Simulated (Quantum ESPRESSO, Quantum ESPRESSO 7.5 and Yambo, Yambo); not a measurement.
## Quasiparticle gap of BAs (F-43m) in Yambo

Wanted: ground state, empty states, screening and self-energy for BAs (F-43m).

Method: PBE and many-body steps on it, plane waves, in Quantum ESPRESSO 7.5 and Yambo 5.3.0.

**What was measured.**

- Gap 1.82 eV: indirect gap from Tauc plot of optical absorption; UV-visible absorption, indirect Tauc plot; 300 K; bulk crystal (three thin as-grown single crystals with the same absorption edge) (“Photoluminescence mapping and time-domain thermo-photoluminescence for rapid imaging and measurement of thermal conductivity of boron arsenide”, 2019, arxiv:1910.07149).

- Gap 4.12 eV: direct gap from square of absorption coefficient, average of two samples; spectroscopic ellipsometry; 300 K; bulk crystal (CVT-grown opaque bulk crystals) (“Optical properties of cubic boron arsenide”, 2019, arxiv:1911.04914).

- Gap 2.02 eV: indirect gap from square root of absorption coefficient, average of three samples; transmission and reflection spectroscopy; 300 K; bulk crystal (CVT-grown platelets about 10 um thick) (“Optical properties of cubic boron arsenide”, 2019, arxiv:1911.04914).

Most raw output is cut from this account.

## 1. Starting point

The structure is cubic, space group F-43m (No. 216). The conventional cell has a = 4.777 Å, b = 4.777 Å, c = 4.777 Å, α = 90.00°, β = 90.00°, γ = 90.00°. Nearest to B lie 4 As at 2.07 Å. Nearest to As lie 4 B at 2.07 Å. Farther neighbours are not listed.

The cell and positions come from the Crystallography Open Database and are kept as given unless a step says otherwise.

## 2. Ground state

This step: Quantum ESPRESSO 7.5; DFT, PBE with spin-orbit coupling, plane waves, norm-conserving pseudopotentials.

The ground-state density comes first.

The input, pw.in:

```
&control
  calculation = 'scf'
  prefix = 'x'
  outdir = 'o'
  pseudo_dir = 'pseudo'
/
&system
  ibrav = 0
  nat = 2
  ntyp = 2
  ecutwfc = 76.0
  nbnd = 28
  force_symmorphic = .true.
  noncolin = .true.
  lspinorb = .true.
/
&electrons
  conv_thr = 1e-10
  electron_maxstep = 80
  mixing_beta = 0.5
/
ATOMIC_SPECIES
  B 10.81 B.upf
  As 74.922 As.upf
CELL_PARAMETERS angstrom
  -0.0000000000 2.3885000000 2.3885000000
  2.3885000000 -0.0000000000 2.3885000000
  2.3885000000 2.3885000000 -0.0000000000
ATOMIC_POSITIONS crystal
  B 0.0000000000 0.0000000000 0.0000000000
  As 0.2500000000 0.2500000000 0.2500000000
K_POINTS automatic
  8 8 8 0 0 0
```

Command:

```sh
OMP_NUM_THREADS=1 mpirun -n 4 pw.x -nk 4 -in pw.in > pw.out
```

Run time: 16 s. Hardware: 4 MPI ranks of Arm Neoverse V1, shared host; peak memory 0.34 GiB.

This step gave:

```
total energy               : -2965.5950 eV
gap                        : 1.144 eV
k of the valence top       : 0, 0, 0
k of the conduction bottom : 0, 0.375, 0.375
least direct gap           : 3.086 eV
```

The gap is indirect, with the least direct gap 1.94 eV higher.

## 3. Bands along the symmetry lines

Levels along a band path, at the cheap level, show where the edges lie and whether the meshes to come will hold them.

The input, pw.in:

```
&control
  calculation = 'bands'
  prefix = 'x'
  outdir = 'o'
  pseudo_dir = 'pseudo'
/
&system
  ibrav = 0
  nat = 2
  ntyp = 2
  ecutwfc = 76.0
  nbnd = 30
  force_symmorphic = .true.
  noncolin = .true.
  lspinorb = .true.
/
&electrons
  conv_thr = 1e-9
  electron_maxstep = 80
  diago_full_acc = .true.
  diago_thr_init = 5e-6
/
ATOMIC_SPECIES
  B 10.81 B.upf
  As 74.922 As.upf
CELL_PARAMETERS angstrom
  -0.0000000000 2.3885000000 2.3885000000
  2.3885000000 -0.0000000000 2.3885000000
  2.3885000000 2.3885000000 -0.0000000000
ATOMIC_POSITIONS crystal
  B 0.0000000000 0.0000000000 0.0000000000
  As 0.2500000000 0.2500000000 0.2500000000
K_POINTS crystal
  50
  0.00000000 0.00000000 0.00000000 1
  -0.06250000 -0.06250000 0.00000000 1
  -0.12500000 -0.12500000 0.00000000 1
  -0.18750000 -0.18750000 0.00000000 1
  -0.25000000 -0.25000000 0.00000000 1
  -0.31250000 -0.31250000 0.00000000 1
  -0.37500000 -0.37500000 0.00000000 1
  -0.43750000 -0.43750000 0.00000000 1
  -0.50000000 -0.50000000 0.00000000 1
  -0.48437500 -0.48437500 0.03125000 1
  -0.46875000 -0.46875000 0.06250000 1
  -0.45312500 -0.45312500 0.09375000 1
  -0.43750000 -0.43750000 0.12500000 1
  -0.42187500 -0.42187500 0.15625000 1
  -0.40625000 -0.40625000 0.18750000 1
  -0.39062500 -0.39062500 0.21875000 1
  -0.37500000 -0.37500000 0.25000000 1
  -0.37500000 0.00000000 0.37500000 1
  -0.32812500 0.00000000 0.32812500 1
  -0.28125000 0.00000000 0.28125000 1
  -0.23437500 0.00000000 0.23437500 1
  -0.18750000 0.00000000 0.18750000 1
  -0.14062500 0.00000000 0.14062500 1
  -0.09375000 0.00000000 0.09375000 1
  -0.04687500 0.00000000 0.04687500 1
  0.00000000 0.00000000 0.00000000 1
  0.00000000 0.00000000 0.06250000 1
  0.00000000 0.00000000 0.12500000 1
  0.00000000 0.00000000 0.18750000 1
  0.00000000 0.00000000 0.25000000 1
  0.00000000 0.00000000 0.31250000 1
  0.00000000 0.00000000 0.37500000 1
  0.00000000 0.00000000 0.43750000 1
  -0.00000000 -0.00000000 0.50000000 1
  -0.06250000 -0.03125000 0.46875000 1
  -0.12500000 -0.06250000 0.43750000 1
  -0.18750000 -0.09375000 0.40625000 1
  -0.25000000 -0.12500000 0.37500000 1
  -0.31250000 -0.15625000 0.34375000 1
  -0.37500000 -0.18750000 0.31250000 1
  -0.43750000 -0.21875000 0.28125000 1
  -0.50000000 -0.25000000 0.25000000 1
  -0.50000000 -0.28125000 0.21875000 1
  -0.50000000 -0.31250000 0.18750000 1
  -0.50000000 -0.34375000 0.15625000 1
  -0.50000000 -0.37500000 0.12500000 1
  -0.50000000 -0.40625000 0.09375000 1
  -0.50000000 -0.43750000 0.06250000 1
  -0.50000000 -0.46875000 0.03125000 1
  -0.50000000 -0.50000000 0.00000000 1
```

The job ended after 10 s (4 MPI ranks; peak memory 0.24 GiB; 41 s of CPU time).

Numbers from this step:

| Quantity | Value |
| --- | --- |
| gap | 1.144 eV |
| k of the valence top | 0, 0, 0 |
| k of the conduction bottom | -0.375, -0.375, 0 |
| least direct gap | 3.086 eV |

The gap is 1.144 eV, as in the run before at this level.

Electronic bands along the path, in eV, zero at the top of the highest filled band:

| point | band 15 | band 16 | band 17 | band 18 | band 19 | band 20 | band 21 | band 22 |
| --- | --- | --- | --- | --- | --- | --- | --- | --- |
| Γ | 0.00 | 0.00 | 0.00 | 0.00 | 3.09 | 3.09 | 3.30 | 3.30 |
| halfway | -2.83 | -2.83 | -2.70 | -2.70 | 1.61 | 1.61 | 4.48 | 4.48 |
| X | -4.20 | -4.20 | -4.07 | -4.07 | 1.39 | 1.39 | 1.39 | 1.39 |
| halfway | -5.00 | -4.94 | -3.99 | -3.98 | 1.54 | 1.55 | 2.73 | 2.77 |
| U | -6.06 | -5.96 | -3.55 | -3.54 | 1.99 | 2.00 | 5.48 | 5.52 |
| jump to K | -6.06 | -5.96 | -3.55 | -3.54 | 1.99 | 2.00 | 5.48 | 5.52 |
| halfway | -3.89 | -3.80 | -1.20 | -1.20 | 3.91 | 3.93 | 4.84 | 4.85 |
| Γ | 0.00 | 0.00 | 0.00 | 0.00 | 3.09 | 3.09 | 3.30 | 3.30 |
| halfway | -1.28 | -1.28 | -1.14 | -1.14 | 3.01 | 3.01 | 4.54 | 4.54 |
| L | -1.96 | -1.96 | -1.81 | -1.81 | 2.64 | 2.64 | 4.70 | 4.70 |
| halfway | -4.66 | -4.58 | -3.16 | -3.10 | 3.92 | 3.92 | 4.67 | 4.77 |
| W | -5.62 | -5.48 | -5.25 | -5.23 | 5.21 | 5.22 | 5.89 | 5.89 |
| halfway | -4.94 | -4.84 | -4.74 | -4.72 | 2.81 | 2.86 | 2.95 | 2.96 |
| X | -4.20 | -4.20 | -4.07 | -4.07 | 1.39 | 1.39 | 1.39 | 1.39 |

## 4. Empty states on the mesh, 6×6×6 mesh, 160 bands

The sums over transitions need many empty states on a uniform mesh; this step solves for them.

The input, pw.in:

```
&control
  calculation = 'nscf'
  prefix = 'x'
  outdir = 'o'
  pseudo_dir = 'pseudo'
/
&system
  ibrav = 0
  nat = 2
  ntyp = 2
  ecutwfc = 76.0
  nbnd = 160
  force_symmorphic = .true.
  noncolin = .true.
  lspinorb = .true.
/
&electrons
  conv_thr = 1e-9
  electron_maxstep = 80
  diago_full_acc = .true.
  diago_thr_init = 5e-6
/
ATOMIC_SPECIES
  B 10.81 B.upf
  As 74.922 As.upf
CELL_PARAMETERS angstrom
  -0.0000000000 2.3885000000 2.3885000000
  2.3885000000 -0.0000000000 2.3885000000
  2.3885000000 2.3885000000 -0.0000000000
ATOMIC_POSITIONS crystal
  B 0.0000000000 0.0000000000 0.0000000000
  As 0.2500000000 0.2500000000 0.2500000000
K_POINTS automatic
  6 6 6 0 0 0
```

Elapsed: 24 s, on 4 MPI ranks; peak memory 0.42 GiB; 98 s of CPU time.

Numbers from this step:

```
gap                                                           : 1.229 eV
k of the valence top                                          : 0, 0, 0
k of the conduction bottom                                    : 0, 0.3333, 0.3333
least direct gap                                              : 3.086 eV
k points computed                                             : 16
lowest point of the top converged band, above the valence top : 94.2422 eV
```

On this mesh the gap is 1.229 eV. The earlier step found 1.144 eV, so this mesh misses an edge.

## 5. Conversion and set-up

This step: Yambo 5.3.0; conversion and set-up on PBE with spin-orbit coupling, plane waves, norm-conserving pseudopotentials.

The states are converted to the many-body program's format and the q mesh is built.

Command:

```sh
(cd o/x.save; p2y > p2y.log; mv SAVE ../..); yambo > setup.log
```

Elapsed: 2.8 s, on 1 MPI rank; peak memory 0.24 GiB.

## 6. Screening and self-energy, 6×6×6 mesh, 160 bands, screening to 142.9 eV

G0W0 replaces the xc potential by the self-energy, built once from these orbitals. Only a window of levels is corrected, while the sums run over the empty bands that the input names.

This step: G0W0 on PBE with spin-orbit coupling, plane waves, norm-conserving pseudopotentials.

The input, gw4.in:

```
HF_and_locXC
gw0
dyson
ppa
em1d
rim_cut
RandQpts= 1000000
RandGvec= 1 RL
EXXRLvcs= 76 Ry
VXCRLvcs= 304 Ry
Chimod= "HARTREE"
% BndsRnXp
 1 | 160 |
%
NGsBlkXp= 10.5 Ry
% LongDrXp
 1 | 1 | 1 |
%
% GbndRnge
 1 | 160 |
%
DysSolver= "n"
ExtendOut
PPAPntXp= 27.21138 eV
% QPkrange
 1 | 1 | 15 | 22 |
 10 | 10 | 15 | 22 |
%
```

Command:

```sh
OMP_NUM_THREADS=1 mpirun -n 4 yambo -F gw4.in -J gw4 -C gw4 > gw4.log
```

Wall time 8.9 min (4 MPI ranks); peak memory 2.4 GiB.

Numbers from this step:

| Item | Value |
| --- | --- |
| G0W0 gap on the points computed | 2.065 eV |
| starting gap on the mesh | 1.229 eV |
| k of the valence top | 0, 0, 0 |
| k of the conduction bottom | 0, 0.3333, 0.3333 |
| least direct G0W0 gap on the computed points | 3.897 eV |
| Z at the valence top | 0.8055 |
| Z at the conduction bottom | 0.8146 |

The gap on the mesh goes from 1.23 eV to 2.06 eV, a correction of +0.84 eV. The start differs from the 1.14 eV found before because the two sample other k points.

Limits: finite bands, cutoff and mesh; exchange with frozen shells missing. v1 is the top filled band, c1 the lowest empty one. The levels before and after the correction (eV, zero at the valence-band top of each column):

|  | conduction bottom | valence top |
| --- | --- | --- |
| Kohn-Sham | 1.23 | 0.00 |
| G0W0 | 2.06 | 0.00 |

|  | level | energy (eV) |
| --- | --- | --- |
| Kohn-Sham | Γ v3-v1 | 0.000 |
| Kohn-Sham | Γ c1-c2 | 3.086 |
| Kohn-Sham | Γ c3 | 3.301 |
| Kohn-Sham | (0 0.333 0.333) v3 | -3.583 |
| Kohn-Sham | (0 0.333 0.333) v2-v1 | -3.451 |
| Kohn-Sham | (0 0.333 0.333) c1-c2 | 1.229 |
| Kohn-Sham | (0 0.333 0.333) c3 | 3.091 |
| G0W0 | Γ v3-v1 | 0.000 |
| G0W0 | Γ c1-c2 | 3.897 |
| G0W0 | Γ c3 | 4.053 |
| G0W0 | (0 0.333 0.333) v3 | -3.880 |
| G0W0 | (0 0.333 0.333) v2-v1 | -3.731 |
| G0W0 | (0 0.333 0.333) c1-c2 | 2.065 |
| G0W0 | (0 0.333 0.333) c3 | 3.986 |

## 7. Where the time went

Times are wall times on the hardware named with each run, good to a factor of about two.

| step | time | share | memory (GiB) |
| --- | --- | --- | --- |
| ground state | 16 s | 3 % | 0.34 |
| bands along the symmetry lines | 10 s | 2 % | 0.24 |
| empty states on the mesh | 24 s | 4 % | 0.42 |
| conversion and set-up | 2.8 s | 0 % | 0.24 |
| screening and self-energy | 8.9 min | 91 % | 2.4 |

## 8. Summary of results

* PBE gap: 1.14 eV, indirect
* G0W0 gap on the mesh: 2.06 eV
* G0W0 gap over the zone (rigid shift): 1.98 eV
* GW settings: 6×6×6 mesh, 160 bands, screening to 142.9 eV, Godby-Needs plasmon pole
* known limits: not at the basis limit; exchange with frozen shells missing

In words: G0W0 moves the gap on the mesh from 1.23 eV to 2.06 eV (+0.84 eV), with Z of 0.81 and 0.81 at the edges. The mesh misses the band edges by 0.08 eV in all; a rigid shift gives 1.98 eV for the zone. Only 2 of the mesh's irreducible points were corrected, so a valley elsewhere could overtake. The dearest step here is «screening and self-energy». Against experiment, by G0W0@PBE: the gap of 1.98 eV lies +0.16 eV from the measured 1.82 eV (indirect, 300 K, 2019); the direct gap of 3.90 eV lies −0.22 eV from the measured 4.12 eV (direct, 300 K, 2019); the gap of 1.98 eV lies −0.04 eV from the measured 2.02 eV (indirect, 300 K, 2019). An exciton line or allowed optical edge lies below the quasiparticle gap by the binding energy; a forbidden edge can push the onset above it. The calculation has static nuclei and no excitons; a measured gap holds zero-point and thermal motion, which mostly lowers it. Bands and cutoff are finite, so the gap is not at the basis limit. The miss can reach some tenths of an eV and take either sign; the mesh is an error of its own. In the G0W0 run levels were corrected at 2 k points alone, so a gap called «on the mesh» is the least over those, and an edge elsewhere would be missed. A denser mesh or path gives a starting gap of 1.14 eV: the GW mesh misses a band edge, so its gaps are not the fundamental one. The norm-conserving file of at least one element keeps a d shell over frozen s and p shells of the same row. Exchange with those shells is missing from the self-energy, an error of 0.3 to 0.9 eV in cases checked, whose sign depends on which edge lies on those atoms.

[Paths, hosts, dates, memory and timing lines, banners, echoed tables and standing remarks are left out of the program output.]

[Logs are printed without paths, hosts, clocks, repeated set-up lines and the standing remarks that a program may print on its own settings, such as how far it seeks lower states.]

[Runs of the session that timed out or met a known fault of the program may be left out.]

[Hosts, paths, dates, database ids (printed as entryN), source tags and the programs' standing remarks are cut or masked in the printed files.]
